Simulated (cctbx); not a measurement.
## Li2P7Pd12: as given, inverted or twinned?

Space group P-6 (no. 174), a = 9.4730 Å, b = 9.4730 Å, c = 3.6560 Å, α = 90.00°, β = 90.00°, γ = 120.00°.

```csv
atom,mult.,x,y,z,Ueq (Å²)
Pd1,3,0.5531,0.7590,1/2,0.0147
Pd2,3,0.7171,0.1034,1/2,0.0132
Pd3,3,0.4933,0.9473,0,0.0137
Pd4,3,0.7681,0.7326,0,0.0180
P1,1,1/3,2/3,0,0.0243
P2,3,0.4501,0.0716,1/2,0.0206
P3,3,0.7477,0.9615,0,0.0256
Li1,1,0,0,1/2,0.0504
Li2,1,2/3,1/3,0,0.0300
```

This is a model crystal, built by substitution and not relaxed, with assumed displacement parameters.

Data sets are simulated with cctbx and refined with Bijvoet mates kept apart; Flack x is then fitted as the share of an inverted twin with the atoms fixed, Hooft y from the Bijvoet differences. The group is acentric but holds improper operations, so there is an absolute structure (orientation) and no hand.

Untwinned crystal. What Flack and Hooft values should come out?

| λ (Å) | extinction (unmodelled) | d min (Å) | top counts | error (%) | model | R1 | Flack x | s.u. | Hooft y | s.u. | pairs |
| --- | --- | --- | --- | --- | --- | --- | --- | --- | --- | --- | --- |
| 0.71073 | 0 | 0.77 | 40000 | 2 | as given | 0.0084 | 0.03 | 0.08 | -0.019 | 0.070 | 254 |
| 0.71073 | 0 | 0.77 | 40000 | 2 | inverted | 0.0100 | 0.97 | 0.08 | 1.020 | 0.070 | 254 |
| 1.54184 | 0 | 0.83 | 20000 | 3 | as given | 0.0113 | -0.03 | 0.03 | -0.002 | 0.034 | 206 |

With Mo Kα, x is within 3 s.u. of 0, so the absolute structure is right, though an s.u. above 0.04 can't exclude a small twin share. With Cu Kα, x is within 3 s.u. of 0, so the absolute structure is right. Inverting the model turns x into about 1 − x.

[Logs are printed without paths, hosts, clocks, repeated set-up lines and the standing remarks that a program may print on its own settings, such as how far it seeks lower states.]
